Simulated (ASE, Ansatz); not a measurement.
**Structural relaxation of AlP(110)/C(100) interface (210 atoms)**

Aim: bring AlP(110)/C(100) interface (210 atoms) to a nearby minimum of the energy and see what moves.

Calculated with Ansatz 0.2.0; Kohn-Sham DFT, revPBE, PAW (set soft_2), plane waves.

## (1) The starting structure

The cell holds 210 atoms: 24 Al, 24 P and 162 C. Cell: a = 12.836 Å, b = 13.482 Å, c = 22.293 Å, α = 90.0°, β = 90.0°, γ = 100.3°. It derives from AlP and C. Zinc-blende AlP(110), 3 repeat layers, 8 surface cells, strained +0.19 and +0.75 %; diamond-structure C(100), 3 layers, 27 cells, -0.19 and -0.74 %; outer planes 1.97 Å apart, 12 Å of vacuum above; not relaxed, displaced by a Gaussian of 0.02 Å. Regions: AlP, 48 atoms (24 Al and 24 P); C, 162 atoms (162 C). Vacuum lies along c.

What the set-up can't give: The host structure and its lattice constant were typed by rule, without a check against the phase diagram. The main run has no spin polarisation, so any moments at edges, vacancies or dangling bonds can't form in it. Sampling is at Γ alone, for a cell whose shortest periodic width is 13 Å.

## (2) Single point at the start

The forces at the start show how far the geometry lies from a minimum of this functional.

input.yaml

```yaml
crystal:
  lattice:
    - [12.8364, 0.0, 0.0]
    - [-2.40095, 13.26659, 0.0]
    - [0.0, 0.0, 22.29349]
  atoms:
    - { symbol: Al, position: [0.00088, 5.0e-05, 0.26899] }
    - { symbol: P, position: [0.06172, 0.34261, 0.2703] }
    - { symbol: Al, position: [0.99935, 0.25206, 0.35543] }
    - { symbol: P, position: [0.05993, 0.09299, 0.35522] }
    [... 200 atom lines left out ...]
    - { symbol: C, position: [0.15674, 0.26552, 0.52902] }
    - { symbol: C, position: [0.98922, 0.10159, 0.57052] }
    - { symbol: C, position: [0.0276, 0.19145, 0.61151] }
    - { symbol: C, position: [0.11843, 0.17003, 0.65144] }
    - { symbol: C, position: [0.08295, 0.07975, 0.69043] }
    - { symbol: C, position: [0.06575, 0.282, 0.73017] }
kpoints:
  mp_grid: { grid: [1, 1, 1] }
hamiltonian:
  xc: revpbe
scf:
  occupations: { method: fermi_dirac, width: 0.05 }
output:
  forces: true
  populations: true
  dos:
    method: { smearing: { sigma: 0.15 } }
    de: 0.1
    projected:
      site_lists:
        Al: [Al]
        C: [C]
        P: [P]
        AlP: [0, 1, 2, 3, 4, 5, 6, 7, 8, 9, 10, 11, 12, 13, 14, 15, 16, 17, 18, 19, 20, 21, 22, 23, 24, 25, 26, 27, 28, 29, 30, 31, 32, 33, 34, 35, 36, 37, 38, 39, 40, 41, 42, 43, 44, 45, 46, 47]
  eigenvalues: true
```

Run with:

```console
$ ansatz run input.yaml --threads 4 --pin off --max-ram 8192MiB --backend cpu --events-out ev --progress --plain --runs-dir out
```

It took 66 s on 4 threads of Intel Xeon 6975P-C (Granite Rapids), shared host; peak memory 5.6 GiB.

Read from the output:

* free energy: -71770.2384 eV
* free energy per atom: -341.7630 eV/atom
* SCF cycles: 15
* r.m.s. force component: 1.214 eV/Å
* longest force: 4.611 eV/Å
* Fermi energy: 1.812 eV
* levels partly filled by over 2 per cent: 8
* spilling of the projection: 0.007011

The r.m.s. force component of 1.2 eV/Å sets the starting point.

Neighbours are counted within 1.85 Å (C-C), 2.62 Å (C-Al), 2.23 Å (C-P), 2.83 Å (Al-P).

Length of the force by element and coordination:

| element | coordination | atoms | mean length of the force (eV/Å) | spread | least | most |
| --- | --- | --- | --- | --- | --- | --- |
| Al | all | 24 | 1.48 | 0.746 | 0.260 | 2.61 |
| Al | 3 | 8 | 2.04 | 0.103 | 1.90 | 2.21 |
| Al | 4 | 14 | 1.07 | 0.709 | 0.260 | 2.56 |
| Al | 5 | 2 | 2.16 | 0.442 | 1.72 | 2.61 |
| C | all | 162 | 2.04 | 0.868 | 0.297 | 4.61 |
| C | 2 | 40 | 2.02 | 0.444 | 0.943 | 2.74 |
| C | 3 | 14 | 1.59 | 0.787 | 0.297 | 3.01 |
| C | 4 | 108 | 2.11 | 0.973 | 0.330 | 4.61 |
| P | all | 24 | 1.57 | 0.570 | 0.586 | 3.19 |
| P | 3 | 12 | 1.64 | 0.404 | 1.23 | 2.87 |
| P | 4 | 12 | 1.50 | 0.691 | 0.586 | 3.19 |

## (3) Relaxation

The atoms are relaxed in the fixed cell, aiming at the force tolerance of the input.

input.yaml, the sections that differ from step 2:

```yaml
output:
  forces: true
relax:
  f_tol: 0.03
  max_steps: 91
# crystal, kpoints, hamiltonian, scf: as in step 2
```

Elapsed: 19 min, on 4 threads; peak memory 5.6 GiB.

Step by step (22 of 39):

| step | energy less that of the first step (eV) | largest force component (eV/Å) |
| --- | --- | --- |
| 1 | 0.0000 | 4.3201 |
| 3 | -21.2436 | 1.4418 |
| 5 | -34.3179 | 2.9973 |
| 6 | -42.1134 | 4.2848 |
| 8 | -58.2610 | 11.2105 |
| 10 | -65.3569 | 9.4446 |
| 12 | -69.4656 | 2.4892 |
| 14 | -70.9883 | 7.1093 |
| 15 | -71.2323 | 0.7492 |
| 17 | -71.5720 | 0.2520 |
| 19 | -71.6191 | 0.2604 |
| 21 | -71.6528 | 0.1411 |
| 23 | -71.6783 | 0.1688 |
| 25 | -71.7781 | 0.2606 |
| 26 | -71.7639 | 0.7726 |
| 28 | -71.8394 | 0.1681 |
| 30 | -71.8684 | 0.1652 |
| 32 | -71.9644 | 0.4543 |
| 34 | -72.3570 | 0.6442 |
| 35 | -72.5103 | 0.4165 |
| 37 | -72.5665 | 0.0985 |
| 39 | -72.5697 | 0.0207 |

Relaxation step 26 was tried and not accepted.

The atoms that moved most (Å):

| atom | dx | dy | dz | length |
| --- | --- | --- | --- | --- |
| Al41 | -0.734 | -0.962 | 0.601 | 1.351 |
| P36 | -0.881 | -0.313 | 0.582 | 1.101 |
| Al5 | -0.420 | 0.928 | 0.403 | 1.095 |
| Al23 | -0.623 | 0.870 | 0.179 | 1.085 |
| Al29 | 0.396 | 0.858 | 0.485 | 1.062 |
| Al17 | 0.725 | 0.523 | 0.454 | 1.003 |
| Al1 | -0.267 | -0.454 | 0.781 | 0.942 |
| Al37 | -0.186 | -0.274 | 0.880 | 0.940 |

The relaxation changed the energy by -346 meV/atom, and atoms moved by 0.42 Å r.m.s., 1.4 Å at most.

## (4) Distances and neighbours after relaxation

Bonds before and after, by the cutoffs listed below:

| pair | bonds before | bonds after | mean before (Å) | mean after (Å) | spread before (Å) | spread after (Å) |
| --- | --- | --- | --- | --- | --- | --- |
| C-C | 270 | 293 | 1.542 | 1.544 | 0.027 | 0.057 |
| C-Al | 6 | 14 | 2.142 | 2.047 | 0.077 | 0.044 |
| C-P | 4 | 12 | 2.104 | 1.975 | 0.086 | 0.118 |
| Al-P | 80 | 75 | 2.372 | 2.382 | 0.033 | 0.075 |

Normalised to the volume that the atoms fill. g(r), total and by pair (bins of 0.2 Å):

| r (Å) | total | C-C | C-Al | C-P | Al-Al | Al-P | P-P |
| --- | --- | --- | --- | --- | --- | --- | --- |
| 1.30 | 0.22 | 0.37 | 0.00 | 0.00 | 0.00 | 0.00 | 0.00 |
| 1.50 | 3.91 | 6.56 | 0.00 | 0.00 | 0.00 | 0.00 | 0.00 |
| 1.70 | 0.56 | 0.92 | 0.00 | 0.07 | 0.00 | 0.00 | 0.00 |
| 1.90 | 0.10 | 0.00 | 0.17 | 0.41 | 0.00 | 0.00 | 0.00 |
| 2.10 | 0.17 | 0.07 | 0.56 | 0.19 | 0.00 | 0.00 | 0.00 |
| 2.30 | 1.30 | 1.55 | 0.00 | 0.00 | 0.00 | 14.46 | 0.00 |
| 2.50 | 2.95 | 4.72 | 0.07 | 0.04 | 0.00 | 4.33 | 0.00 |
| 2.70 | 1.24 | 2.02 | 0.11 | 0.03 | 0.00 | 0.41 | 0.00 |
| 2.90 | 1.61 | 2.41 | 0.41 | 0.57 | 0.00 | 0.00 | 0.00 |
| 3.10 | 0.97 | 1.42 | 0.42 | 0.22 | 0.29 | 0.16 | 0.31 |
| 3.30 | 0.41 | 0.34 | 0.36 | 0.35 | 4.56 | 0.39 | 0.79 |
| 3.50 | 0.98 | 1.38 | 0.32 | 0.34 | 1.47 | 0.59 | 0.96 |
| 3.70 | 0.90 | 1.18 | 0.23 | 0.30 | 3.83 | 0.85 | 2.93 |
| 3.90 | 1.45 | 1.98 | 0.21 | 0.28 | 5.51 | 0.67 | 6.86 |
| 4.10 | 0.72 | 0.77 | 0.37 | 0.42 | 2.08 | 1.61 | 4.15 |
| 4.30 | 1.29 | 1.80 | 0.45 | 0.48 | 0.63 | 1.41 | 1.10 |
| 4.50 | 1.34 | 1.88 | 0.46 | 0.40 | 0.70 | 2.06 | 0.43 |
| 4.70 | 1.11 | 1.47 | 0.42 | 0.39 | 0.53 | 2.90 | 0.52 |
| 4.90 | 0.78 | 1.01 | 0.46 | 0.32 | 0.36 | 1.08 | 0.36 |
| 5.10 | 0.86 | 1.16 | 0.35 | 0.39 | 0.89 | 0.83 | 0.34 |
| 5.30 | 0.98 | 1.31 | 0.44 | 0.51 | 0.72 | 0.67 | 0.82 |
| 5.50 | 0.80 | 0.89 | 0.60 | 0.60 | 1.06 | 1.25 | 0.86 |
| 5.70 | 1.19 | 1.56 | 0.65 | 0.56 | 0.80 | 0.90 | 0.54 |
| 5.90 | 0.66 | 0.68 | 0.59 | 0.52 | 0.93 | 1.46 | 0.50 |
| 6.10 | 0.60 | 0.61 | 0.57 | 0.47 | 0.47 | 1.49 | 0.55 |
| 6.30 | 0.91 | 1.12 | 0.56 | 0.56 | 1.10 | 0.59 | 0.81 |
| 6.50 | 0.80 | 0.90 | 0.58 | 0.56 | 1.85 | 0.55 | 1.45 |
| 6.70 | 1.12 | 1.40 | 0.68 | 0.56 | 1.69 | 0.78 | 2.57 |

Bonds by pair of elements; cutoffs follow the first minimum of g(r), held within bounds set by covalent radii, and pairs that aren't listed don't count as bonded:

| pair A-B | cutoff (Å) | bonds | mean length (Å) | spread (Å) | shortest (Å) | B about A | A about B |
| --- | --- | --- | --- | --- | --- | --- | --- |
| C-C | 1.85 | 293 | 1.54 | 0.057 | 1.38 | 3.62 | 3.62 |
| C-Al | 2.3 | 14 | 2.05 | 0.044 | 1.94 | 0.086 | 0.583 |
| C-P | 2.23 | 12 | 1.98 | 0.118 | 1.78 | 0.074 | 0.5 |
| Al-P | 2.88 | 75 | 2.38 | 0.075 | 2.26 | 3.12 | 3.12 |

How many atoms have how many bonded neighbours:

| element | mean | 2 | 3 | 4 | 5 |
| --- | --- | --- | --- | --- | --- |
| Al | 3.71 | 0 | 8 | 15 | 1 |
| C | 3.78 | 3 | 30 | 129 | 0 |
| P | 3.62 | 0 | 9 | 15 | 0 |

Bond angles (no mean is given where the spread exceeds 20°):

| angle | count | mean (°) | spread (°) |
| --- | --- | --- | --- |
| C-C-C | 794 | 109 | 7.2 |
| P-Al-P | 86 | 112 | 11.8 |
| Al-P-Al | 85 | 106 | 12.5 |
| Al-C-C | 40 | 111 | 19.8 |
| C-C-P | 32 | 114 | 14.3 |

Bond length by coordination (bonds to H left out):

| element | coordination | atoms | mean bond length (Å) |
| --- | --- | --- | --- |
| Al | 3 | 8 | 2.33 |
| Al | 4 | 15 | 2.33 |
| Al | 5 | 1 | 2.35 |
| C | 2 | 3 | 1.46 |
| C | 3 | 30 | 1.50 |
| C | 4 | 129 | 1.58 |
| P | 3 | 9 | 2.34 |
| P | 4 | 15 | 2.32 |

Counting bonds as in the table, 62 % of Al atoms have 4, 80 % of C atoms have 4 and 62 % of P atoms have 4 bonded neighbours. The C-C-C angle averages 109° with a spread of 7°.

## (5) Single point at the relaxed geometry

One more single point at the end of the walk gives the fuller output and checks the residual forces.

input.yaml

```yaml
crystal:
  lattice:
    - [12.8364, 0.0, 0.0]
    - [-2.40095, 13.26659, 0.0]
    - [0.0, 0.0, 22.29349]
  atoms:
    - { symbol: Al, position: [0.97367, 0.96583, 0.30404] }
    - { symbol: P, position: [0.05511, 0.34671, 0.27213] }
    - { symbol: Al, position: [0.99228, 0.24645, 0.35673] }
    - { symbol: P, position: [0.06378, 0.09795, 0.36197] }
    [... 200 atom lines left out ...]
    - { symbol: C, position: [0.13771, 0.2294, 0.52777] }
    - { symbol: C, position: [0.99519, 0.10355, 0.56928] }
    - { symbol: C, position: [0.02897, 0.18873, 0.6132] }
    - { symbol: C, position: [0.12945, 0.17058, 0.64706] }
    - { symbol: C, position: [0.08929, 0.08108, 0.69186] }
    - { symbol: C, position: [0.05163, 0.24205, 0.71928] }
kpoints:
  mp_grid: { grid: [1, 1, 1] }
hamiltonian:
  xc: revpbe
scf:
  occupations: { method: fermi_dirac, width: 0.05 }
output:
  forces: true
  populations: true
  dos:
    method: { smearing: { sigma: 0.15 } }
    de: 0.1
    projected:
      site_lists:
        Al: [Al]
        C: [C]
        P: [P]
        AlP: [0, 1, 2, 3, 4, 5, 6, 7, 8, 9, 10, 11, 12, 13, 14, 15, 16, 17, 18, 19, 20, 21, 22, 23, 24, 25, 26, 27, 28, 29, 30, 31, 32, 33, 34, 35, 36, 37, 38, 39, 40, 41, 42, 43, 44, 45, 46, 47]
  eigenvalues: true
  write_density: true
  write_potential: true
  volumetric_format: npy
```

Run time: 70 s. Hardware: 4 threads; peak memory 5.6 GiB.

The program notes that the exchange-correlation potential is rough where the density is thin.

Numbers from this run:

```yaml
free_energy: -71842.8081 eV
free_energy_per_atom: -342.1086 eV/atom
scf_cycles: 16
r_m_s_force_component: 0.00337 eV/Å
longest_force: 0.02408 eV/Å
fermi_energy: 2.342 eV
spacing_of_highest_filled_and_lowest_empty_level: 0.2389 eV
levels_partly_filled_by_over_2_per_cent: 2
spilling_of_the_projection: 0.006817
```

Löwdin charges by element and coordination (they lack the spilled electrons, 0.027 e an atom on average):

| element | coordination | atoms | mean charge (e) | spread | least | most |
| --- | --- | --- | --- | --- | --- | --- |
| Al | all | 24 | 0.483 | 0.0906 | 0.353 | 0.702 |
| Al | 3 | 8 | 0.522 | 0.0161 | 0.488 | 0.544 |
| Al | 4 | 15 | 0.457 | 0.105 | 0.353 | 0.702 |
| Al | 5 | 1 | 0.559 | 0 | 0.559 | 0.559 |
| C | all | 162 | -0.0078 | 0.0925 | -0.390 | 0.0774 |
| C | 2 | 3 | -0.0305 | 0.0267 | -0.0681 | -0.0084 |
| C | 3 | 30 | -8.0e-4 | 0.0768 | -0.247 | 0.0601 |
| C | 4 | 129 | -0.0089 | 0.0966 | -0.390 | 0.0774 |
| P | all | 24 | -0.192 | 0.241 | -0.379 | 0.308 |
| P | 3 | 9 | -0.361 | 0.009 | -0.379 | -0.350 |
| P | 4 | 15 | -0.0898 | 0.255 | -0.364 | 0.308 |

By region:

| region | atoms | mean length of the force (eV/Å) |
| --- | --- | --- |
| AlP | 48 | 0.003 |
| C | 162 | 0.005 |

States in the cell by windows of 1 eV, zero at the Fermi level; the larger projections on atomic orbitals stand beside the total:

| from (eV) | to (eV) | total | C p | AlP | P p | Al p | C s | Al s |
| --- | --- | --- | --- | --- | --- | --- | --- | --- |
| -10 | -9 | 36.9 | 22.1 | 7.8 | 0.4 | 2.0 | 6.8 | 0.4 |
| -9 | -8 | 45.0 | 35.2 | 2.3 | 0.5 | 0.5 | 7.3 | 0.2 |
| -8 | -7 | 48.5 | 39.7 | 2.9 | 1.3 | 0.5 | 5.6 | 0.5 |
| -7 | -6 | 57.5 | 44.3 | 8.1 | 4.3 | 1.2 | 4.8 | 2.1 |
| -6 | -5 | 76.1 | 53.7 | 18.1 | 9.8 | 2.2 | 3.9 | 5.1 |
| -5 | -4 | 74.7 | 52.7 | 19.0 | 10.9 | 3.4 | 2.6 | 3.3 |
| -4 | -3 | 67.4 | 43.1 | 21.9 | 13.9 | 5.4 | 2.0 | 1.7 |
| -3 | -2 | 65.4 | 31.5 | 31.9 | 21.5 | 8.5 | 1.4 | 1.2 |
| -2 | -1 | 60.0 | 28.2 | 28.7 | 21.5 | 5.4 | 2.3 | 0.8 |
| -1 | 0 | 26.9 | 17.9 | 6.4 | 4.6 | 1.4 | 2.2 | 0.2 |
| 0 | 1 | 17.2 | 10.5 | 5.1 | 1.8 | 2.4 | 1.0 | 0.4 |
| 1 | 2 | 39.4 | 19.0 | 15.2 | 3.8 | 7.9 | 3.0 | 2.2 |
| 2 | 3 | 38.5 | 7.3 | 24.8 | 6.9 | 9.9 | 1.7 | 5.6 |
| 3 | 4 | 35.6 | 3.7 | 23.7 | 6.4 | 10.5 | 1.6 | 5.0 |
| 4 | 5 | 57.9 | 12.8 | 24.9 | 6.4 | 13.6 | 5.2 | 3.3 |

Between -22 and -10 eV lie 282 more states.

The levels nearest the highest filled one (over half full), pooled over k-points and spins:

| level less the highest filled one (eV) | occupation |
| --- | --- |
| -0.425 | 2 |
| -0.293 | 2.00 |
| -0.260 | 2.00 |
| -0.228 | 2.00 |
| -0.194 | 2.00 |
| 0 | 1.83 |
| 0.239 | 0.166 |
| 0.402 | 0.007 |
| 0.43 | 0.004 |
| 0.536 | 0 |
| 0.734 | 0 |
| 0.841 | 0 |

Planar average of the electrostatic potential energy along the normal, with the Fermi level as zero, after a running mean with a triangular window 4 Å wide at its base:

| height (Å) | potential energy (eV) |
| --- | --- |
| 0.0 | 5.02 |
| 0.6 | 4.97 |
| 1.3 | 4.91 |
| 1.9 | 4.86 |
| 2.5 | 4.80 |
| 3.1 | 4.71 |
| 3.9 | 4.27 |
| 4.5 | 3.21 |
| 5.1 | 1.50 |
| 5.6 | -0.53 |
| 6.4 | -2.73 |
| 7.0 | -3.73 |
| 7.6 | -4.12 |
| 8.2 | -4.04 |
| 8.9 | -3.67 |
| 9.5 | -3.51 |
| 10.1 | -3.97 |
| 10.7 | -5.06 |
| 11.4 | -7.43 |
| 12.0 | -9.38 |
| 12.6 | -10.76 |
| 13.2 | -11.40 |
| 14.0 | -11.58 |
| 14.6 | -11.67 |
| 15.2 | -11.03 |
| 15.8 | -8.98 |
| 16.5 | -4.10 |
| 17.1 | 0.10 |
| 17.7 | 3.22 |
| 18.3 | 4.80 |
| 19.0 | 5.22 |
| 19.6 | 5.22 |
| 20.2 | 5.18 |
| 20.8 | 5.13 |
| 21.6 | 5.08 |
| 22.1 | 5.03 |

Mean Löwdin charges: Al +0.48, C -0.01, P -0.19 e (they miss 0.68 % of the electrons, so they add up to more than the cell's charge). Within 0.4 eV of the Fermi level the largest share is C p (70 % of the projected weight). The potential slopes across the vacuum by 0.08 eV/Å: the slab bears a dipole, and with periodic images along the normal there is no flat vacuum level to read.

## (6) Outcome

```json
{"energy change in the relaxation": "-345.6 meV/atom", "r.m.s. displacement": "0.416 Å", "largest displacement": "1.351 Å", "free energy per atom": "-342.1086 eV/atom", "r.m.s. force component": "0.00337 eV/Å", "spacing of highest filled and lowest empty level": "0.2389 eV", "wall time of the 3 DFT runs": "21 min"}
```

What this shows: Relaxation lowers the energy by 346 meV/atom and moves atoms by 0.42 Å r.m.s.; the r.m.s. force component goes from 1.2 to 0.0034 eV/Å. By the final cutoffs 5 of 360 bonded pairs parted and 39 joined. First to last step the energy falls by 72.570 eV; the largest move, 1.35 Å, is that of Al41. The C-P bonds change most in mean length: from 2.104 Å (spread 0.086) to 1.975 Å (spread 0.118), and their number from 4 to 12. Counting bonds as in the table, 62 % of Al atoms have 4, 80 % of C atoms have 4 and 62 % of P atoms have 4 bonded neighbours. The highest filled and lowest empty levels differ by 0.239 eV at Γ alone; the mesh holds the band edges only if they fold onto it, so the gap at this level can be narrower or closed, and states at the surface or the caps may set it. 2 levels are partly filled, by over 2 %, under the smearing.

What to keep in mind: The slab bears a dipole and has periodic images along its normal, so a spurious field crosses the vacuum.

[Logs are printed without paths, hosts, clocks, repeated set-up lines and the standing remarks that a program may print on its own settings, such as how far it seeks lower states.]

[Hosts, paths, dates, database ids (printed as entryN), source tags and the programs' standing remarks are cut or masked in the printed files.]
